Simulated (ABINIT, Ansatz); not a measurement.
# CsGeCl3 (R3m): G0W0 with ABINIT, start to end, part 2 of 3

How does a plane-wave GW calculation on CsGeCl3 (R3m) run from the first input to the gap?

ABINIT 10.8.3; LDA and many-body steps on it, plane waves. Known limits of the many-body steps: not at the basis limit; no spin-orbit coupling; coarse k mesh.

So far. Step 2 (Ground state): The gap is direct, at (0.500, 0.500, 0.500).

**3. Bands along the symmetry lines**

Level of this step: DFT, LDA, plane waves, norm-conserving pseudopotentials (ABINIT).

Levels along a band path, at the cheap level, show where the edges lie and whether the meshes to come will hold them.

File run.abi:

```
acell 3*1.0 Angstrom
rprim 
  3.846816390705 2.220960478697 3.178300533600
  -3.846816390705 2.220960478697 3.178300533600
  0.000000000000 -4.441920957394 3.178300533600
ntypat 3
znucl 55 32 17
natom 5
typat 1 2 3 3 3
xred 
  0.998403350000 0.998403350000 0.998403350000
  0.515533150000 0.515533150000 0.515533150000
  0.496712670000 0.496712670000 0.948638170000
  0.496712670000 0.948638170000 0.496712670000
  0.948638170000 0.496712670000 0.496712670000
pp_dirpath "pseudos"
pseudos "Cs.upf, Ge.upf, Cl.upf"
ecut 56
iscf -2
irdden 1
kptopt 0
nkpt 31
kpt 
  0.00000000 0.00000000 0.00000000
  0.12500000 0.12500000 0.12500000
  0.25000000 0.25000000 0.25000000
  0.37500000 0.37500000 0.37500000
  0.50000000 0.50000000 0.50000000
  0.50194906 0.49805094 0.50000000
  0.50389812 0.49610188 0.50000000
  0.50584718 0.49415282 0.50000000
  0.50779624 0.49220376 0.50000000
  0.50000000 -0.49220376 0.49220376
  0.50000000 -0.36915282 0.36915282
  0.50000000 -0.24610188 0.24610188
  0.50000000 -0.12305094 0.12305094
  0.50000000 0.00000000 0.00000000
  0.37500000 0.00000000 0.00000000
  0.25000000 0.00000000 0.00000000
  0.12500000 0.00000000 0.00000000
  0.00000000 0.00000000 0.00000000
  0.12402547 -0.12402547 0.00000000
  0.24805094 -0.24805094 0.00000000
  0.37207641 -0.37207641 0.00000000
  0.49610188 -0.49610188 -0.00000000
  0.50389812 0.00000000 0.49610188
  0.50292359 0.00000000 0.49707641
  0.50194906 0.00000000 0.49805094
  0.50097453 0.00000000 0.49902547
  0.50000000 0.00000000 0.50000000
  0.37500000 0.00000000 0.37500000
  0.25000000 0.00000000 0.25000000
  0.12500000 0.00000000 0.12500000
  0.00000000 0.00000000 0.00000000
istwfk *1
nband 33
nbdbuf 2
tolwfr 1e-08
nstep 40
prtwf 0
prtvol 0
indata_prefix "in"
outdata_prefix "out"
tmpdata_prefix "tmp"
```

Command:

```
OMP_NUM_THREADS=1 mpirun -n 8 abinit run.abi > log
```

Numbers of over 12 decimals in the logs are rounded to 6 here.

The program printed:

```text
.Version 10.8.3 of ABINIT. v10.8.2 released Aug 2026.

 Symmetries : space group R3 m (#160); Bravais hR (rhombohedral)
[... echo of the input left out ...]
== DATASET  1 ==================================================================
-   mpi_nproc: 8, omp_nthreads: 1 (-1 if OMP is not activated)

--- !DatasetInfo
iteration_state: {dtset: 1, }
dimensions: {natom: 5, nkpt: 31, mband: 33, nsppol: 1, nspinor: 1, nspden: 1, mpw: 22076, }
cutoff_energies: {ecut:  56.0, pawecutdg:  -1.0, }
electrons: {nelect:   5.20000000E+01, charge:   0.00000000E+00, occopt:   1.00000000E+00, tsmear:   1.00000000E-02, }

 Real(R)+Recip(G) space primitive vectors, cartesian coordinates (Bohr,Bohr^-1):
 R(1)=  7.2694294  4.1970070  6.0061176  G(1)=  0.0687812  0.0397108  0.0554990
 R(2)= -7.2694294  4.1970070  6.0061176  G(2)= -0.0687812  0.0397108  0.0554990
 R(3)=  0.0000000 -8.3940141  6.0061176  G(3)=  0.0000000 -0.0794217  0.0554990
 Unit cell volume ucvol=  1.0994743E+03 bohr^3
 Angles (23,13,12)=  8.95462282E+01  8.95462282E+01  8.95462282E+01 degrees

 getcut: wavevector=  0.0000  0.0000  0.0000  ngfft=  72  72  72
         ecut(hartree)=     56.000   => boxcut(ratio)=   2.07090

--- Pseudopotential description ------------------------------------------------
- Cs Generated using ONCVPSP code by D. R. Hamann
- 55.00000   9.00000  201201                  znucl, zion, pspdat
12 -1012 3 -1 2328                            pspcod,pspxc,lmax,lloc,mmax
     nproj     2     2     2     2
  pspatm : epsatm=   21.68725381
         --- l  ekb(1:nproj) -->
             0    6.247599    0.778427
             1    6.343167    0.797067
             2    3.778962    0.917083
[...]
pspatm: atomic psp has been read  and splines computed

- Ge Generated using ONCVPSP code by D. R. Hamann
- 32.00000  22.00000  201201                  znucl, zion, pspdat
12 -1012 2 -1 1524                            pspcod,pspxc,lmax,lloc,mmax
     nproj     2     2     2     0
  pspatm : epsatm=   22.63792625
         --- l  ekb(1:nproj) -->
[...]
pspatm: atomic psp has been read  and splines computed

- Cl Generated using ONCVPSP code by D. R. Hamann
- 17.00000   7.00000  180309                  znucl, zion, pspdat
12 -1012 2 -1 1016                            pspcod,pspxc,lmax,lloc,mmax
     nproj     2     2     2     0
  pspatm : epsatm=    8.88507506
         --- l  ekb(1:nproj) -->
[...]
pspatm: atomic psp has been read  and splines computed

--------------------------------------------------------------------------------

================================================================================
 prteigrs : about to open file out_EIG
 Non-SCF case, kpt    1 (  0.00000  0.00000  0.00000), residuals and eigenvalues=
  8.59E-09  3.11E-09  8.74E-09  8.35E-09  4.03E-09  6.47E-09  2.74E-09  7.32E-09
[...]
Non-SCF case, kpt   30 (  0.12500  0.00000  0.12500), residuals and eigenvalues=
[...]
Non-SCF case, kpt   31 (  0.00000  0.00000  0.00000), residuals and eigenvalues=
[...]
-1.1039E-01 -7.8766E-02 -2.9796E-02 -2.9796E-02 -2.3156E-02 -1.9345E-02
 -1.9345E-02 -1.2493E-02  1.9037E-01  2.2266E-01  2.2266E-01  2.4897E-01
[...]
--- !ResultsGS
iteration_state: {dtset: 1, }
comment   : Summary of ground state results
lattice_vectors:
- [  7.2694294,   4.1970070,   6.0061176, ]
- [ -7.2694294,   4.1970070,   6.0061176, ]
- [  0.0000000,  -8.3940141,   6.0061176, ]
lattice_lengths: [  10.32148,   10.32148,   10.32148, ]
lattice_angles: [ 89.546,  89.546,  89.546, ] # degrees, (23, 13, 12)
lattice_volume:   1.0994743E+03
convergence: {deltae:  0.000E+00, res2:  0.000E+00, residm:  9.989E-09, diffor:  0.000E+00, }
etotal    :  -3.52333573E+02
entropy   :   0.00000000E+00
fermie    :   7.19807518E-02
cartesian_stress_tensor: null
pressure_GPa: null
xred      :
- [  9.9840E-01,   9.9840E-01,   9.9840E-01, Cs]
- [  5.1553E-01,   5.1553E-01,   5.1553E-01, Ge]
- [  4.9671E-01,   4.9671E-01,   9.4864E-01, Cl]
- [  4.9671E-01,   9.4864E-01,   4.9671E-01, Cl]
- [  9.4864E-01,   4.9671E-01,   4.9671E-01, Cl]
cartesian_forces: null
force_length_stats: {min: null, max: null, mean: null, }

 Integrated electronic density in atomic spheres:
 ------------------------------------------------
 Atom  Sphere_radius  Integrated_density
[...]
================================================================================

 ----iterations are completed or convergence reached----

 Mean square residual over all n,k,spin=   66.599E-10; max=  99.894E-10
 reduced coordinates (array xred) for    5 atoms
[...]
0.496712670000      0.948638170000      0.496712670000
       0.948638170000      0.496712670000      0.496712670000

 cartesian coordinates (angstrom) at end:
    1      0.000000     0.000000     9.519678
    2     -0.000000     0.000000     4.915558
    3     -0.000000    -2.007417     6.172461
    4     -1.738474     1.003709     6.172461
    5      1.738474     1.003709     6.172461
 length scales=  1.889726125908  1.889726125908  1.889726125908 bohr
              =  1.000000000000  1.000000000000  1.000000000000 angstroms
 prteigrs : about to open file out_EIG
 Eigenvalues (hartree) for nkpt=  31  k points:
 kpt#   1, nband= 33, wtk=  1.00000, kpt=  0.0000  0.0000  0.0000 (reduced coord)
[...]
kpt#   2, nband= 33, wtk=  1.00000, kpt=  0.1250  0.1250  0.1250 (reduced coord)
[...]
kpt#   3, nband= 33, wtk=  1.00000, kpt=  0.2500  0.2500  0.2500 (reduced coord)
[...]
kpt#  30, nband= 33, wtk=  1.00000, kpt=  0.1250  0.0000  0.1250 (reduced coord)
[...]
0.27141
 kpt#  31, nband= 33, wtk=  1.00000, kpt=  0.0000  0.0000  0.0000 (reduced coord)
[...]
-0.19166   -0.11039   -0.11039   -0.07877   -0.02980   -0.02980   -0.02316   -0.01935
  -0.01935   -0.01249    0.19037    0.22266    0.22266    0.24897    0.25604    0.25604
   0.28654

== END DATASET(S) ==============================================================
================================================================================

 -outvars: echo values of variables after computation  --------
            nband          33
             nkpt          31
          spgroup         160
 [... the other variables as echoed above ...]

 Calculation completed.
```

Run time: 81 s. Hardware: 8 MPI ranks of Arm Neoverse V2, shared host; peak memory 1.2 GiB.

This step gave:

```
gap                        : 1.975 eV
k of the valence top       : 0.5, 0.5, 0.5
k of the conduction bottom : 0.5078, 0.4922, 0.5
least direct gap           : 1.977 eV
```

The gap is 1.975 eV, −0.002 eV from the run before at this level.

The electronic bands at the labelled points (eV, zero at the top of the highest filled band):

```tsv
point	band 23	band 24	band 25	band 26	band 27	band 28	band 29	band 30
Γ	-2.59	-2.49	-2.49	-2.30	3.22	4.10	4.10	4.82
halfway	-2.43	-2.43	-2.38	-1.67	3.66	3.66	3.79	4.59
T	-2.21	-2.21	-2.15	0.00	1.98	1.98	2.00	5.07
halfway	-2.21	-2.21	-2.15	0.00	1.98	1.98	2.00	5.07
H2	-2.21	-2.21	-2.15	0.00	1.98	1.98	2.00	5.07
jump to H0	-2.21	-2.21	-2.15	0.00	1.98	1.98	2.00	5.07
halfway	-2.56	-2.46	-2.33	-1.04	2.40	3.59	3.73	5.09
L	-2.73	-2.62	-2.60	-1.57	2.82	4.54	5.03	5.18
halfway	-2.68	-2.60	-2.53	-2.06	3.77	4.23	4.51	4.59
Γ	-2.59	-2.49	-2.49	-2.30	3.22	4.10	4.10	4.82
halfway	-2.80	-2.56	-2.49	-1.77	3.83	4.03	4.50	4.89
S0	-2.68	-2.66	-2.19	-0.74	2.36	2.46	4.87	5.39
jump to S2	-2.68	-2.66	-2.19	-0.74	2.36	2.46	4.87	5.39
halfway	-2.68	-2.66	-2.19	-0.74	2.36	2.46	4.87	5.39
F	-2.68	-2.66	-2.19	-0.74	2.36	2.46	4.87	5.39
halfway	-2.67	-2.56	-2.39	-1.85	3.92	3.93	4.30	4.89
Γ	-2.59	-2.49	-2.49	-2.30	3.22	4.10	4.10	4.82
```

**4. Empty states on the mesh, 2×2×2 mesh, 352 bands**

The sums over transitions need many empty states on a uniform mesh; this step solves for them.

File run.abi:

```
acell 3*1.0 Angstrom
rprim 
  3.846816390705 2.220960478697 3.178300533600
  -3.846816390705 2.220960478697 3.178300533600
  0.000000000000 -4.441920957394 3.178300533600
ntypat 3
znucl 55 32 17
natom 5
typat 1 2 3 3 3
xred 
  0.998403350000 0.998403350000 0.998403350000
  0.515533150000 0.515533150000 0.515533150000
  0.496712670000 0.496712670000 0.948638170000
  0.496712670000 0.948638170000 0.496712670000
  0.948638170000 0.496712670000 0.496712670000
pp_dirpath "pseudos"
pseudos "Cs.upf, Ge.upf, Cl.upf"
ecut 56
ngkpt 2 2 2
nshiftk 1
shiftk 0 0 0
kptopt 1
chksymbreak 0
iscf -2
irdden 1
istwfk *1
nband 352
nbdbuf 32
tolwfr 1e-09
nstep 60
prtvol 0
indata_prefix "in"
outdata_prefix "out"
tmpdata_prefix "tmp"
```

Command:

```
OMP_NUM_THREADS=2 mpirun -n 4 abinit run.abi > log
```

The program printed:

```text
.Version 10.8.3 of ABINIT. v10.8.2 released Aug 2026.

 Symmetries : space group R3 m (#160); Bravais hR (rhombohedral)
[... echo of the input left out ...]
== DATASET  1 ==================================================================
-   mpi_nproc: 4, omp_nthreads: 2 (-1 if OMP is not activated)

--- !DatasetInfo
iteration_state: {dtset: 1, }
dimensions: {natom: 5, nkpt: 4, mband: 352, nsppol: 1, nspinor: 1, nspden: 1, mpw: 22041, }
cutoff_energies: {ecut:  56.0, pawecutdg:  -1.0, }
electrons: {nelect:   5.20000000E+01, charge:   0.00000000E+00, occopt:   1.00000000E+00, tsmear:   1.00000000E-02, }

 Real(R)+Recip(G) space primitive vectors, cartesian coordinates (Bohr,Bohr^-1):
 R(1)=  7.2694294  4.1970070  6.0061176  G(1)=  0.0687812  0.0397108  0.0554990
 R(2)= -7.2694294  4.1970070  6.0061176  G(2)= -0.0687812  0.0397108  0.0554990
 R(3)=  0.0000000 -8.3940141  6.0061176  G(3)=  0.0000000 -0.0794217  0.0554990
 Unit cell volume ucvol=  1.0994743E+03 bohr^3
 Angles (23,13,12)=  8.95462282E+01  8.95462282E+01  8.95462282E+01 degrees

 getcut: wavevector=  0.0000  0.0000  0.0000  ngfft=  72  72  72
         ecut(hartree)=     56.000   => boxcut(ratio)=   2.07090

--- Pseudopotential description ------------------------------------------------
- Cs Generated using ONCVPSP code by D. R. Hamann
- 55.00000   9.00000  201201                  znucl, zion, pspdat
12 -1012 3 -1 2328                            pspcod,pspxc,lmax,lloc,mmax
     nproj     2     2     2     2
  pspatm : epsatm=   21.68725381
         --- l  ekb(1:nproj) -->
             0    6.247599    0.778427
             1    6.343167    0.797067
             2    3.778962    0.917083
[...]
pspatm: atomic psp has been read  and splines computed

- Ge Generated using ONCVPSP code by D. R. Hamann
- 32.00000  22.00000  201201                  znucl, zion, pspdat
12 -1012 2 -1 1524                            pspcod,pspxc,lmax,lloc,mmax
     nproj     2     2     2     0
  pspatm : epsatm=   22.63792625
         --- l  ekb(1:nproj) -->
[...]
pspatm: atomic psp has been read  and splines computed

- Cl Generated using ONCVPSP code by D. R. Hamann
- 17.00000   7.00000  180309                  znucl, zion, pspdat
12 -1012 2 -1 1016                            pspcod,pspxc,lmax,lloc,mmax
     nproj     2     2     2     0
  pspatm : epsatm=    8.88507506
         --- l  ekb(1:nproj) -->
[...]
pspatm: atomic psp has been read  and splines computed

--------------------------------------------------------------------------------

================================================================================
 prteigrs : about to open file out_EIG
 Non-SCF case, kpt    1 (  0.00000  0.00000  0.00000), residuals and eigenvalues=
  3.60E-10  3.46E-10  5.17E-10  5.38E-10  8.32E-10  6.63E-10  6.24E-11  1.24E-10
  9.63E-10  5.70E-10  5.04E-10  3.13E-10  5.11E-10  1.35E-10  1.45E-10  5.57E-10
  5.50E-10  4.45E-10  6.71E-10  5.38E-10  3.02E-10  7.19E-10  4.69E-10  4.34E-10
[...]
-5.9101E+00 -3.9867E+00 -3.9867E+00 -3.9853E+00 -8.3432E-01 -8.3432E-01
 -8.3291E-01 -8.3291E-01 -8.3209E-01 -7.0671E-01 -4.9768E-01 -4.6637E-01
 -4.6637E-01 -2.2011E-01 -2.1994E-01 -2.1994E-01 -1.9166E-01 -1.1039E-01
[...]
3.0850E+00  3.0850E+00  3.0917E+00  3.0917E+00  3.1136E+00  3.1170E+00
  3.1179E+00  3.1181E+00  3.1199E+00  3.1200E+00  3.1441E+00  3.1449E+00
  3.1486E+00  3.1495E+00  3.1506E+00  3.1542E+00
 prteigrs : prtvol=0 or 1, do not print more k-points.

--- !ResultsGS
iteration_state: {dtset: 1, }
comment   : Summary of ground state results
lattice_vectors:
- [  7.2694294,   4.1970070,   6.0061176, ]
- [ -7.2694294,   4.1970070,   6.0061176, ]
- [  0.0000000,  -8.3940141,   6.0061176, ]
lattice_lengths: [  10.32148,   10.32148,   10.32148, ]
lattice_angles: [ 89.546,  89.546,  89.546, ] # degrees, (23, 13, 12)
lattice_volume:   1.0994743E+03
convergence: {deltae:  0.000E+00, res2:  0.000E+00, residm:  9.977E-10, diffor:  0.000E+00, }
etotal    :  -3.52333573E+02
entropy   :   0.00000000E+00
fermie    :   7.19807518E-02
cartesian_stress_tensor: null
pressure_GPa: null
xred      :
- [  9.9840E-01,   9.9840E-01,   9.9840E-01, Cs]
- [  5.1553E-01,   5.1553E-01,   5.1553E-01, Ge]
- [  4.9671E-01,   4.9671E-01,   9.4864E-01, Cl]
- [  4.9671E-01,   9.4864E-01,   4.9671E-01, Cl]
- [  9.4864E-01,   4.9671E-01,   4.9671E-01, Cl]
cartesian_forces: null
force_length_stats: {min: null, max: null, mean: null, }

 Integrated electronic density in atomic spheres:
 ------------------------------------------------
 Atom  Sphere_radius  Integrated_density
[...]
================================================================================

 ----iterations are completed or convergence reached----

 Mean square residual over all n,k,spin=   51.488E-11; max=  99.768E-11
 reduced coordinates (array xred) for    5 atoms
[...]
0.496712670000      0.948638170000      0.496712670000
       0.948638170000      0.496712670000      0.496712670000

 cartesian coordinates (angstrom) at end:
    1      0.000000     0.000000     9.519678
    2     -0.000000     0.000000     4.915558
    3     -0.000000    -2.007417     6.172461
    4     -1.738474     1.003709     6.172461
    5      1.738474     1.003709     6.172461
 length scales=  1.889726125908  1.889726125908  1.889726125908 bohr
              =  1.000000000000  1.000000000000  1.000000000000 angstroms
 prteigrs : about to open file out_EIG
 Eigenvalues (hartree) for nkpt=   4  k points:
 kpt#   1, nband=352, wtk=  0.12500, kpt=  0.0000  0.0000  0.0000 (reduced coord)
[...]
3.08495    3.08496    3.09171    3.09171    3.11358    3.11701    3.11793    3.11807
   3.11987    3.11997    3.14407    3.14489    3.14862    3.14952    3.15057    3.15420
 prteigrs : prtvol=0 or 1, do not print more k-points.

== END DATASET(S) ==============================================================
================================================================================

 -outvars: echo values of variables after computation  --------
            nband         352
             nkpt           4
          spgroup         160
 [... the other variables as echoed above ...]

 Calculation completed.
```

Elapsed: 4.8 min, on 4 MPI ranks; peak memory 1 GiB.

This step gave:

| Item | Value |
| --- | --- |
| gap | 1.977 eV |
| k of the valence top | 0.5, 0.5, 0.5 |
| k of the conduction bottom | 0.5, 0.5, 0.5 |
| least direct gap | 1.977 eV |
| k points computed | 4 |
| lowest point of the top converged band, above the valence top | 77.4812 eV |

On this mesh the gap is 1.977 eV.

**5. Screening, 2×2×2 mesh, 320 bands, screening to 217.7 eV**

The RPA dielectric matrix is built and inverted for each q.

This step: RPA screening on LDA, plane waves, norm-conserving pseudopotentials.

Edit run.abi of step 4 so:

```diff
@@ -23,10 +23,11 @@
 chksymbreak 0
-iscf -2
-irdden 1
 istwfk *1
-nband 352
-nbdbuf 32
-tolwfr 1e-09
-nstep 60
-prtvol 0
+occopt 1
+irdwfk 1
+optdriver 3
+nband 320
+ecuteps 8
+inclvkb 2
+awtr 1
+symchi 1
 indata_prefix "in"
```

Command:

```
OMP_NUM_THREADS=1 mpirun -n 8 abinit run.abi > log
```

The program printed:

```text
.Version 10.8.3 of ABINIT. v10.8.2 released Aug 2026.

 Symmetries : space group R3 m (#160); Bravais hR (rhombohedral)
[... echo of the input left out ...]
== DATASET  1 ==================================================================
-   mpi_nproc: 8, omp_nthreads: 1 (-1 if OMP is not activated)

--- !DatasetInfo
iteration_state: {dtset: 1, }
dimensions: {natom: 5, nkpt: 4, mband: 320, nsppol: 1, nspinor: 1, nspden: 1, mpw: 22041, }
cutoff_energies: {ecut:  56.0, pawecutdg:  -1.0, }
electrons: {nelect:   5.20000000E+01, charge:   0.00000000E+00, occopt:   1.00000000E+00, tsmear:   1.00000000E-02, }

 SCREENING: Calculation of the susceptibility and dielectric matrices

 Based on a program developped by R.W. Godby, V. Olevano, G. Onida, and L. Reining.
 Incorporated in ABINIT by V. Olevano, G.-M. Rignanese, and M. Torrent.
.Using double precision arithmetic ; gwpc =  8

[... cell and pseudopotentials left out ...]
--------------------------------------------------------------------------------

 ==== K-mesh for the wavefunctions ====
 Number of points in the irreducible wedge :     4
[... list of points left out ...]
 Together with  6 symmetry operations and time-reversal symmetry
 yields     8 points in the full Brillouin Zone.

 ==== Q-mesh for the screening function ====
 Number of points in the irreducible wedge :     4
[... list of points left out ...]
 Together with  6 symmetry operations and time-reversal symmetry
 yields     8 points in the full Brillouin Zone.

 setmesh: FFT mesh size selected  =    48x   48x   48
          total number of points  =       110592

 vcoul_init : cutoff-mode = AUXILIARY_FUNCTION
 q-points for optical limit:   1
     1)      0.000010    0.000020    0.000030

- screening: taking advantage of time-reversal symmetry
- Maximum band index for partially occupied states nbvw = 26
- Remaining bands to be divided among processors   nbcw = 294
- Number of bands treated by each node ~36

 Number of electrons calculated from density =   52.0000; Expected =   52.0000
 average of density, n =  0.047295
 r_s =    1.7154
 omega_plasma =   20.9780 [eV]

 calculating chi0 at frequencies [eV] :
  1    0.000000E+00    0.000000E+00
  2    0.000000E+00    2.097803E+01

--------------------------------------------------------------------------------
  q-point number  1        q = ( 0.000000, 0.000000, 0.000000) [r.l.u.]
--------------------------------------------------------------------------------
[... chi0 elements left out ...]
 For q-point:  0.000010 0.000020 0.000030
  dielectric constant =   5.9621
  dielectric constant without local fields =   7.2350

  Average fulfillment of the sum rule on Im[epsilon] for q-point    1 :     61.57  [%]
[... wings left out ...]
  q-point number  2        q = ( 0.500000, 0.000000, 0.000000) [r.l.u.]
--------------------------------------------------------------------------------
[... chi0 elements left out ...]
  Average fulfillment of the sum rule on Im[epsilon] for q-point    2 :     64.24  [%]

 [... 2 further q-points ...]
```

Elapsed: 2.5 min, on 8 MPI ranks; peak memory 6.8 GiB; 20 min of CPU time.

Numbers from this step:

```yaml
eps_infinity_with_local_fields_on_this_mesh_along_the_program_s_q_direction: 5.962
the_same_without_local_fields: 7.235
plasma_frequency: 20.98 eV
plane_waves_in_the_screening_matrix: 1207
```

Local fields lower ε∞ by 18 %. On a Γ-centred mesh this coarse the value itself is usually too large, while a short band sum pulls it down.

(Part 2 of 3 ends here.)

[Paths, hosts, dates, memory and timing lines, banners, echoed tables and standing remarks are left out of the program output.]

[Logs are printed without paths, hosts, clocks, repeated set-up lines and the standing remarks that a program may print on its own settings, such as how far it seeks lower states.]

[Runs of the session that timed out or met a known fault of the program may be left out.]

[Hosts, paths, dates, database ids (printed as entryN), source tags and the programs' standing remarks are cut or masked in the printed files.]

[G0W0 gaps are taken among the corrected bands and points alone; a level outside them can change the order at an edge.]

[Where Ansatz stands beside ABINIT at settings called matched, ABINIT's density can come from a denser mesh and the files from another edition; pairs whose starting gaps differed by over 0.03 eV were left out, so agreement reads better than it is.]
